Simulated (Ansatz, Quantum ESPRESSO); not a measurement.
# The work function of Rh(100), 5 layers, one monolayer of Si on hollow sites, level by level, part 3 of 5

How much energy does it take to lift an electron out of Rh(100), 5 layers, one monolayer of Si on hollow sites, and how far do the settings matter?

Quantum ESPRESSO 7.5; plane-wave DFT, PBE, GBRV ultrasoft pseudopotentials; geometry and cross-check by Ansatz 0.2.0 with PAW datasets.

So far. Step 4 (Ground state: open boundaries by the effective …): The run needed 43 iterations to bring the estimated error under 1e-07 Ry; the largest force on any atom, held or free, is 0.46 eV/Å.

## Step 5: Self-consistent run: rev-vdW-DF2, GBRV ultrasoft

Next, another level on the same atoms.

Level of this step: plane-wave DFT, rev-vdW-DF2, GBRV ultrasoft pseudopotentials made under PBE (Quantum ESPRESSO 7.5). input_dft overrides the functional of the files.

gbrv-vdw-df2-b86r.in reads:

```
&control
  prefix = 'gbrv-vdw-df2-b86r'
  outdir = './out'
  pseudo_dir = './pseudo'
  calculation = 'scf'
  tprnfor = .true.
/
&system
  ibrav = 0
  nat = 6
  ntyp = 2
  ecutwfc = 40
  ecutrho = 200
  input_dft = 'vdw-df2-b86r'
  occupations = 'smearing'
  smearing = 'mv'
  degauss = 0.02
  assume_isolated = 'esm'
  esm_bc = 'bc1'
/
&electrons
  conv_thr = 1e-07
  mixing_beta = 0.4
  electron_maxstep = 120
  mixing_mode = 'local-TF'
/
ATOMIC_SPECIES
  Rh  102.9055  rh_pbe_v1.4.uspp.F.UPF
  Si  28.0850  si_pbe_v1.uspp.F.UPF
CELL_PARAMETERS angstrom
  2.68700576850000 0.00000000000000 0.00000000000000
  0.00000000000000 2.68700576850000 0.00000000000000
  0.00000000000000 0.00000000000000 26.60000000000000
ATOMIC_POSITIONS crystal
  Rh  0.000000000000 0.000000000000 -0.176922274541
  Rh  0.500000000000 0.500000000000 -0.105493703141
  Rh  0.000000000000 0.000000000000 -0.034065131741
  Rh  0.500000000000 0.500000000000 0.038180307261
  Rh  0.000000000000 0.000000000000 0.114298042397
  Si  0.500000000000 0.500000000000 0.176922274541
K_POINTS automatic
  10 10 1 0 0 0
```

On the command line:

```bash
$ OMP_NUM_THREADS=1 mpirun -n 4 pw.x -nk 4 -in gbrv-vdw-df2-b86r.in > gbrv-vdw-df2-b86r.out
```

What it wrote:

```text
[banner, memory and clock lines left out]
Program PWSCF v.7.5 starts
[citation notice left out]

[...]
Message from routine setup:
[...]
bravais-lattice index     =            0
     lattice parameter (alat)  =       5.0777  a.u.
     unit-cell volume          =    1296.0311 (a.u.)^3
     number of atoms/cell      =            6
     number of atomic types    =            2
     number of electrons       =        79.00
     number of Kohn-Sham states=           48
     kinetic-energy cutoff     =      40.0000  Ry
     charge density cutoff     =     200.0000  Ry
     scf convergence threshold =      1.0E-07
     mixing beta               =       0.4000
     number of iterations used =            8  local-TF  mixing
     Exchange-correlation= VDW-DF2-B86R
                           (   1   4  26   0   2   0   0)

     Effective Screening Medium Method
     Boundary Conditions: Vacuum-Slab-Vacuum
     total charge in unit cell        =   0.0000
     grid points for fit at edges     =        4

[...]
PseudoPot. # 1 for Rh read from file:
     ./pseudo/rh_pbe_v1.4.uspp.F.UPF
     Pseudo is Ultrasoft + core correction, Zval = 15.0
     Generated by new atomic code, or converted to UPF format
     Using radial grid of  969 points,  7 beta functions with:
                l(1) =   0
                l(2) =   0
                l(3) =   1
                l(4) =   1
                l(5) =   2
                l(6) =   2
                l(7) =   2
     Q(r) pseudized with  8 coefficients,  rinner =    1.200   1.200   1.200
                                                       1.200   1.200

     PseudoPot. # 2 for Si read from file:
     ./pseudo/si_pbe_v1.uspp.F.UPF
     Pseudo is Ultrasoft + core correction, Zval =  4.0
     Generated by new atomic code, or converted to UPF format
     Using radial grid of  899 points,  6 beta functions with:
                l(1) =   0
                l(2) =   0
                l(3) =   1
                l(4) =   1
                l(5) =   2
                l(6) =   2
     Q(r) pseudized with  8 coefficients,  rinner =    0.900   0.900   0.900
                                                       0.900   0.900

     atomic species   valence    mass     pseudopotential
     Rh               15.00   102.90550     Rh( 1.00)
     Si                4.00    28.08500     Si( 1.00)

      8 Sym. Ops. (no inversion) found

[...]
number of k points=    21  Marzari-Vanderbilt smearing, width (Ry)=  0.0200
[...]
Dense  grid:    62047 G-vectors     FFT dimensions: (  24,  24, 240)

     Smooth grid:    44311 G-vectors     FFT dimensions: (  24,  24, 216)

     Initial potential from superposition of free atoms

     starting charge      76.4988, renormalised to      79.0000

     negative rho (up, down):  2.829E-01 0.000E+00

     %%%%%%%%%%%%%%%%%%%%%%%%%%%%%%%%%%%%%%%%%%%%%%%%%%%%%%%%%%%%%%%%%%%%%%%%
     %                                                                      %
     % You are using vdW-DF, which was implemented by the Thonhauser group. %
     % possible and the two reviews that describe the various versions:     %
     %                                                                      %
     %                                                                      %
     % If you are calculating stress with vdW-DF, please also cite:         %
     %                                                                      %
     %                                                                      %
     %%%%%%%%%%%%%%%%%%%%%%%%%%%%%%%%%%%%%%%%%%%%%%%%%%%%%%%%%%%%%%%%%%%%%%%%

     %%%%%%%%%%%%%%%%%%%%%%%%%%%%%%%%%%%%%%%%%%%%%%%%%%%%%%%%%%%%%%%%%%%%%%%%
     %                                                                      %
     %  vdW-DF NEWS:                                                        %
     %                                                                      %
     %  * vdW-DF3 is now available. DOI: 10.1021/acs.jctc.0c00471           %
     %    use with input_dft = 'vdW-DF3-opt1' or 'vdW-DF3-opt2'             %
     %                                                                      %
     %  * Unscreened and range-separated hybrid vdW-DF-cx functionals       %
     %    DOI: 10.1063/1.4986522 and 10.1088/1361-648X/ac2ad2               %
     %    use with input_dft = 'vdW-DF-cx0'    and 'vdW-DF-ahcx'            %
     %  * Unscreened and range-separated hybrid vdW-DF2-b86r functionals    %
     %    DOI: 10.1063/1.4986522 and DOI: 10.1103/PhysRevX.12.041003        %
     %    use with input_dft = 'vdW-DF2-br0' and 'vdW-DF2-ahbr'             %
     %                                                                      %
     %%%%%%%%%%%%%%%%%%%%%%%%%%%%%%%%%%%%%%%%%%%%%%%%%%%%%%%%%%%%%%%%%%%%%%%%

     Starting wfcs are   64 randomized atomic wfcs

     per-process dynamical memory:    73.6 Mb

     Self-consistent Calculation

     iteration #  1     ecut=    40.00 Ry     beta= 0.40
     Davidson diagonalization with overlap
     ethr =  1.00E-02,  avg # of iterations =  4.6

     negative rho (up, down):  3.123E-01 0.000E+00

     total energy              =    -864.19408420 Ry
     estimated scf accuracy    <     309.24622281 Ry

     iteration #  2     ecut=    40.00 Ry     beta= 0.40
[...]
negative rho (up, down):  3.153E-01 0.000E+00

[...]
total energy              =    -865.27396419 Ry
     estimated scf accuracy    <      38.37173928 Ry

     iteration #  3     ecut=    40.00 Ry     beta= 0.40
[...]
negative rho (up, down):  3.137E-01 0.000E+00

[...]
total energy              =    -865.77581621 Ry
     estimated scf accuracy    <      12.63102574 Ry

     iteration #  4     ecut=    40.00 Ry     beta= 0.40
[...]
negative rho (up, down):  3.123E-01 0.000E+00

[...]
total energy              =    -865.62677737 Ry
     estimated scf accuracy    <       3.47993453 Ry

     iteration #  5     ecut=    40.00 Ry     beta= 0.40
[...]
negative rho (up, down):  3.127E-01 0.000E+00

[...]
total energy              =    -865.40079381 Ry
     estimated scf accuracy    <       2.87495442 Ry

     iteration #  6     ecut=    40.00 Ry     beta= 0.40
[...]
negative rho (up, down):  3.099E-01 0.000E+00

[...]
total energy              =    -865.48122665 Ry
     estimated scf accuracy    <       2.24564302 Ry

[...]
iteration # 42     ecut=    40.00 Ry     beta= 0.40
[...]
negative rho (up, down):  2.904E-01 0.000E+00

[...]
total energy              =    -865.83837566 Ry
     estimated scf accuracy    <       0.00000142 Ry

     iteration # 43     ecut=    40.00 Ry     beta= 0.40
[...]
negative rho (up, down):  2.904E-01 0.000E+00

[...]
total energy              =    -865.83836954 Ry
     estimated scf accuracy    <       0.00000025 Ry

     iteration # 44     ecut=    40.00 Ry     beta= 0.40
[...]
c_bands:  1 eigenvalues not converged
[...]
negative rho (up, down):  2.904E-01 0.000E+00

[...]
total energy              =    -865.83837246 Ry
     estimated scf accuracy    <       0.00000037 Ry

     iteration # 45     ecut=    40.00 Ry     beta= 0.40
[...]
negative rho (up, down):  2.905E-01 0.000E+00

[...]
End of self-consistent calculation

          k = 0.0000 0.0000 0.0000 (  5501 PWs)   bands (ev):

   -52.4080 -52.1465 -52.0445 -52.0445 -52.0376 -51.9117 -51.9117 -51.8597
   -51.8597 -51.7683 -51.7053 -51.7053 -51.3789 -51.3642 -51.3642 -16.7129
   -12.8671 -11.7687 -11.4426 -11.2648 -11.1597 -10.6641 -10.5800 -10.0788
    -9.2860  -8.7277  -8.2485  -8.2485  -7.6167  -7.6167  -7.4731  -7.2762
    -6.7977  -6.7977  -6.7212  -6.6644  -6.2878  -5.9395  -5.6677  -5.6677
    -5.6333  -5.1682  -5.0818  -4.8922  -4.7792  -4.7792  -3.2287  -1.0944

          k = 0.0000 0.1000 0.0000 (  5505 PWs)   bands (ev):

   -52.3978 -52.1680 -52.0770 -52.0372 -52.0261 -51.9509 -51.9099 -51.9039
   -51.8559 -51.7612 -51.7384 -51.7045 -51.4011 -51.3747 -51.3618 -16.5220
   -12.6204 -11.5653 -11.2704 -11.0823 -10.9683 -10.5178 -10.3965  -9.9308
    -9.1980  -8.6312  -8.3445  -8.1857  -7.9908  -7.8536  -7.6289  -7.1508
    -7.0017  -6.9678  -6.6672  -6.4200  -6.3603  -6.1404  -5.9841  -5.9553
    -5.5486  -5.4419  -5.3158  -5.0255  -4.7084  -4.0638  -2.2251  -0.8832

[...]
the Fermi energy is    -5.4965 ev

!    total energy              =    -865.83831765 Ry
     estimated scf accuracy    <       0.00000006 Ry
     smearing contrib. (-TS)   =       0.00106301 Ry
     internal energy E=F+TS    =    -865.83938066 Ry

     The total energy is F=E-TS. E is the sum of the following terms:
     one-electron contribution =   19463.67058083 Ry
     hartree contribution      =   -9736.98209936 Ry
     xc contribution           =    -154.26710818 Ry
     ewald contribution        =  -10438.26075395 Ry

     convergence has been achieved in  45 iterations

     negative rho (up, down):  2.905E-01 0.000E+00

     Forces acting on atoms (cartesian axes, Ry/au):

     atom    1 type  1   force =     0.00000000    0.00000000    0.01532505
     atom    2 type  1   force =     0.00000000    0.00000000   -0.01695429
     atom    3 type  1   force =     0.00000000    0.00000000    0.00767978
     atom    4 type  1   force =     0.00000000    0.00000000    0.00085068
     atom    5 type  1   force =     0.00000000    0.00000000   -0.00613567
     atom    6 type  2   force =     0.00000000    0.00000000   -0.00060905

     Total force =     0.024900     Total SCF correction =     0.001677

[...]
```

It took 3.7 min on 4 MPI ranks of Arm Neoverse V1, shared host; peak memory 0.83 GiB.

Numbers from this step:

| Property | Result |
| --- | --- |
| free energy | -11780.3304 eV |
| Fermi energy | -5.497 eV |
| vacuum line at the lower end of the cell, over the Fermi level | 5.359 eV |
| vacuum line at the upper end of the cell, over the Fermi level | 5.634 eV |

The potential energy, planar mean oscillates, so the rows of the table below give means over windows of 1.89 Å about each position, cut where the curve ends. Its maxima inside the range that stand out by 2 % of the span (Å: eV): -3.8: -2.90, -1.9: -3.23, 0.1: -2.98, 2.0: -1.72, 3.9: -6.28. Its minima: -4.7: -15.5, -2.8: -15.8, -0.9: -15.9, 1.0: -15.8, 3.1: -16.1, 4.7: -14.9.

Electrostatic potential energy of an electron; zero at the Fermi level. The potential energy, planar mean by z; means over each step:

```tsv
z (Å)	potential energy, planar mean (eV)
-12.36	5.36
-10.46	5.36
-8.57	5.35
-6.68	4.60
-4.79	-8.89
-2.90	-9.81
-1.01	-9.87
0.88	-9.61
2.77	-9.69
4.66	-9.20
6.55	4.49
8.44	5.63
10.33	5.63
12.22	5.63
```

The upper face goes from 5.467 eV (PBE, GBRV) to 5.634 eV, a change of +0.167 eV.

## Step 6: Ground state: PBE, SG15 norm-conserving

Level of this step: plane-wave DFT, PBE, SG15 norm-conserving pseudopotentials (Quantum ESPRESSO 7.5).

sg15-pbe.in is the input of step 5 with these lines changed:

```diff
@@ -1,3 +1,3 @@
 &control
-  prefix = 'gbrv-vdw-df2-b86r'
+  prefix = 'sg15-pbe'
   outdir = './out'
@@ -11,5 +11,4 @@
   ntyp = 2
-  ecutwfc = 40
-  ecutrho = 200
-  input_dft = 'vdw-df2-b86r'
+  ecutwfc = 60
+  ecutrho = 240
   occupations = 'smearing'
@@ -27,4 +26,4 @@
 ATOMIC_SPECIES
-  Rh  102.9055  rh_pbe_v1.4.uspp.F.UPF
-  Si  28.0850  si_pbe_v1.uspp.F.UPF
+  Rh  102.9055  Rh_ONCV_PBE-1.2.upf
+  Si  28.0850  Si_ONCV_PBE-1.2.upf
 CELL_PARAMETERS angstrom
```

On the command line:

```bash
$ OMP_NUM_THREADS=1 mpirun -n 4 pw.x -nk 4 -in sg15-pbe.in > sg15-pbe.out
```

What it wrote:

```text
[banner, memory and clock lines left out]
Program PWSCF v.7.5 starts
[citation notice left out]

[...]
Message from routine setup:
[...]
bravais-lattice index     =            0
     lattice parameter (alat)  =       5.0777  a.u.
     unit-cell volume          =    1296.0311 (a.u.)^3
     number of atoms/cell      =            6
     number of atomic types    =            2
     number of electrons       =        89.00
     number of Kohn-Sham states=           54
     kinetic-energy cutoff     =      60.0000  Ry
     charge density cutoff     =     240.0000  Ry
     scf convergence threshold =      1.0E-07
     mixing beta               =       0.4000
     number of iterations used =            8  local-TF  mixing
     Exchange-correlation= PBE
                           (   1   4   3   4   0   0   0)

     Effective Screening Medium Method
     Boundary Conditions: Vacuum-Slab-Vacuum
     total charge in unit cell        =   0.0000
     grid points for fit at edges     =        4

[...]
PseudoPot. # 1 for Rh read from file:
     ./pseudo/Rh_ONCV_PBE-1.2.upf
     Pseudo is Norm-conserving, Zval = 17.0
     Generated using ONCVPSP code by D. R. Hamann
     Using radial grid of  602 points,  6 beta functions with:
                l(1) =   0
                l(2) =   0
                l(3) =   1
                l(4) =   1
                l(5) =   2
                l(6) =   2

     PseudoPot. # 2 for Si read from file:
     ./pseudo/Si_ONCV_PBE-1.2.upf
     Pseudo is Norm-conserving, Zval =  4.0
     Generated using ONCVPSP code by D. R. Hamann
     Using radial grid of  602 points,  4 beta functions with:
                l(1) =   0
                l(2) =   0
                l(3) =   1
                l(4) =   1

     atomic species   valence    mass     pseudopotential
     Rh               17.00   102.90550     Rh( 1.00)
     Si                4.00    28.08500     Si( 1.00)

      8 Sym. Ops. (no inversion) found

[...]
number of k points=    21  Marzari-Vanderbilt smearing, width (Ry)=  0.0200
[...]
Dense  grid:    81391 G-vectors     FFT dimensions: (  25,  25, 250)

     Initial potential from superposition of free atoms

     starting charge      88.6943, renormalised to      89.0000

     negative rho (up, down):  2.285E-04 0.000E+00
     Starting wfcs are random

     per-process dynamical memory:   109.1 Mb

     Self-consistent Calculation

     iteration #  1     ecut=    60.00 Ry     beta= 0.40
     Davidson diagonalization with overlap
     c_bands:  1 eigenvalues not converged
     c_bands:  2 eigenvalues not converged
     c_bands:  5 eigenvalues not converged
     ethr =  1.00E-02,  avg # of iterations = 40.1

     negative rho (up, down):  6.062E-04 0.000E+00

     total energy              =   -1091.67032365 Ry
     estimated scf accuracy    <      35.24353043 Ry

     iteration #  2     ecut=    60.00 Ry     beta= 0.40
[...]
negative rho (up, down):  4.297E-07 0.000E+00

[...]
total energy              =   -1092.30875835 Ry
     estimated scf accuracy    <       3.84271593 Ry

     iteration #  3     ecut=    60.00 Ry     beta= 0.40
[...]
total energy              =   -1092.49702415 Ry
     estimated scf accuracy    <       0.18325253 Ry

     iteration #  4     ecut=    60.00 Ry     beta= 0.40
[...]
c_bands:  1 eigenvalues not converged
     c_bands:  1 eigenvalues not converged
     c_bands:  2 eigenvalues not converged
     c_bands:  2 eigenvalues not converged
     c_bands:  1 eigenvalues not converged
[...]
total energy              =   -1093.36063309 Ry
     estimated scf accuracy    <       0.96999637 Ry

     iteration #  5     ecut=    60.00 Ry     beta= 0.40
[...]
total energy              =   -1093.36456501 Ry
     estimated scf accuracy    <       0.26565449 Ry

     iteration #  6     ecut=    60.00 Ry     beta= 0.40
[...]
total energy              =   -1093.34622686 Ry
     estimated scf accuracy    <       0.21960255 Ry

[...]
iteration # 26     ecut=    60.00 Ry     beta= 0.40
[...]
c_bands:  2 eigenvalues not converged
     c_bands:  1 eigenvalues not converged
[...]
total energy              =   -1093.34350525 Ry
     estimated scf accuracy    <       0.00000120 Ry

     iteration # 27     ecut=    60.00 Ry     beta= 0.40
[...]
c_bands:  1 eigenvalues not converged
[...]
negative rho (up, down):  1.083E-07 0.000E+00

[...]
total energy              =   -1093.34351643 Ry
     estimated scf accuracy    <       0.00000066 Ry

     iteration # 28     ecut=    60.00 Ry     beta= 0.40
[...]
c_bands:  1 eigenvalues not converged
[...]
total energy              =   -1093.34349968 Ry
     estimated scf accuracy    <       0.00000140 Ry

     iteration # 29     ecut=    60.00 Ry     beta= 0.40
[...]
End of self-consistent calculation

          k = 0.0000 0.0000 0.0000 ( 10131 PWs)   bands (ev):

   -84.1609 -84.0802 -83.9608 -83.8634 -83.4854 -52.2116 -51.9503 -51.8497
   -51.8497 -51.8418 -51.7183 -51.7183 -51.6691 -51.6691 -51.5771 -51.5139
   -51.5139 -51.2028 -51.1779 -51.1779 -16.4566 -12.5773 -11.4970 -11.1728
   -10.9978 -10.8984 -10.4061 -10.3211  -9.8197  -9.0247  -8.4629  -7.9848
    -7.9848  -7.3561  -7.3561  -7.2042  -7.0080  -6.5445  -6.5445  -6.4518
    -6.3968  -6.0253  -5.6838  -5.4251  -5.4251  -5.3801  -4.9189  -4.7992
    -4.6468  -4.5459  -4.5459  -2.9338  -0.3690  -0.2288

          k = 0.0000 0.1000 0.0000 ( 10161 PWs)   bands (ev):

   -84.1553 -84.0779 -83.9566 -83.8608 -83.4820 -52.2014 -51.9722 -51.8795
   -51.8424 -51.8320 -51.7566 -51.7165 -51.7127 -51.6653 -51.5702 -51.5467
   -51.5132 -51.2148 -51.1981 -51.1755 -16.2664 -12.3319 -11.2936 -11.0011
   -10.8166 -10.7064 -10.2591 -10.1381  -9.6725  -8.9383  -8.3681  -8.0814
    -7.9224  -7.7280  -7.5863  -7.3674  -6.8900  -6.7378  -6.7110  -6.4062
    -6.1606  -6.1001  -5.8869  -5.7301  -5.7004  -5.2927  -5.1928  -5.0691
    -4.7804  -4.4735  -3.7887  -1.9257  -0.1570  -0.0061

[...]
the Fermi energy is    -5.2487 ev

!    total energy              =   -1093.34347536 Ry
     estimated scf accuracy    <       0.00000005 Ry
     smearing contrib. (-TS)   =       0.00106755 Ry
     internal energy E=F+TS    =   -1093.34454291 Ry

     The total energy is F=E-TS. E is the sum of the following terms:
     one-electron contribution =   24438.53606987 Ry
     hartree contribution      =  -12248.90101694 Ry
     xc contribution           =    -112.28188666 Ry
     ewald contribution        =  -13170.69770919 Ry

     convergence has been achieved in  29 iterations

     Forces acting on atoms (cartesian axes, Ry/au):

     atom    1 type  1   force =     0.00000000    0.00000000    0.01013623
     atom    2 type  1   force =     0.00000000    0.00000000   -0.01774533
     atom    3 type  1   force =     0.00000000    0.00000000    0.00742468
     atom    4 type  1   force =     0.00000000    0.00000000    0.00075456
     atom    5 type  1   force =     0.00000000    0.00000000   -0.00116590
     atom    6 type  2   force =     0.00000000    0.00000000    0.00055875

     Total force =     0.021795     Total SCF correction =     0.002777
     SCF correction compared to forces is large: reduce conv_thr to get better values

[...]
```

Wall time 3.8 min (4 MPI ranks); peak memory 0.69 GiB.

Read from the output:

| Quantity | Value |
| --- | --- |
| free energy | -14875.6958 eV |
| Fermi energy | -5.249 eV |
| vacuum line at the lower end of the cell, over the Fermi level | 5.037 eV |
| vacuum line at the upper end of the cell, over the Fermi level | 5.460 eV |

The potential energy, planar mean oscillates, so the rows of the table below give means over windows of 1.92 Å about each position, cut where the curve ends. Its maxima inside the range that stand out by 2 % of the span (Å: eV): -3.7: -2.86, -1.8: -3.19, 0.1: -2.86, 2.0: -1.76, 3.9: -5.96. Its minima: -4.7: -28.1, -2.8: -28.4, -1.0: -28.3, 1.1: -28.2, 3.1: -28.6, 4.7: -26.7.

Electrostatic potential energy of an electron; zero at the Fermi level. Potential energy, planar mean against z; means over each step:

```tsv
z (Å)	potential energy, planar mean (eV)
-12.34	5.04
-10.42	5.04
-8.50	5.03
-6.58	4.07
-4.66	-13.5
-2.74	-14.2
-0.82	-14.2
1.10	-13.9
3.02	-14.6
4.94	-11.3
6.86	4.98
8.78	5.46
10.70	5.46
12.62	5.46
```

The upper face goes from 5.467 eV (PBE, GBRV) to 5.460 eV, a change of -0.007 eV.

[end of part 3 of 5]

[Logs are printed without paths, hosts, clocks, repeated set-up lines and the standing remarks that a program may print on its own settings, such as how far it seeks lower states.]

[Hosts, paths, dates, database ids (printed as entryN), source tags and the programs' standing remarks are cut or masked in the printed files.]

[Maps of the electrostatic potential energy from Ansatz leave out the sawtooth potential of an applied field or a dipole correction, so their vacuum need not be flat; planar profiles and work functions include it.]
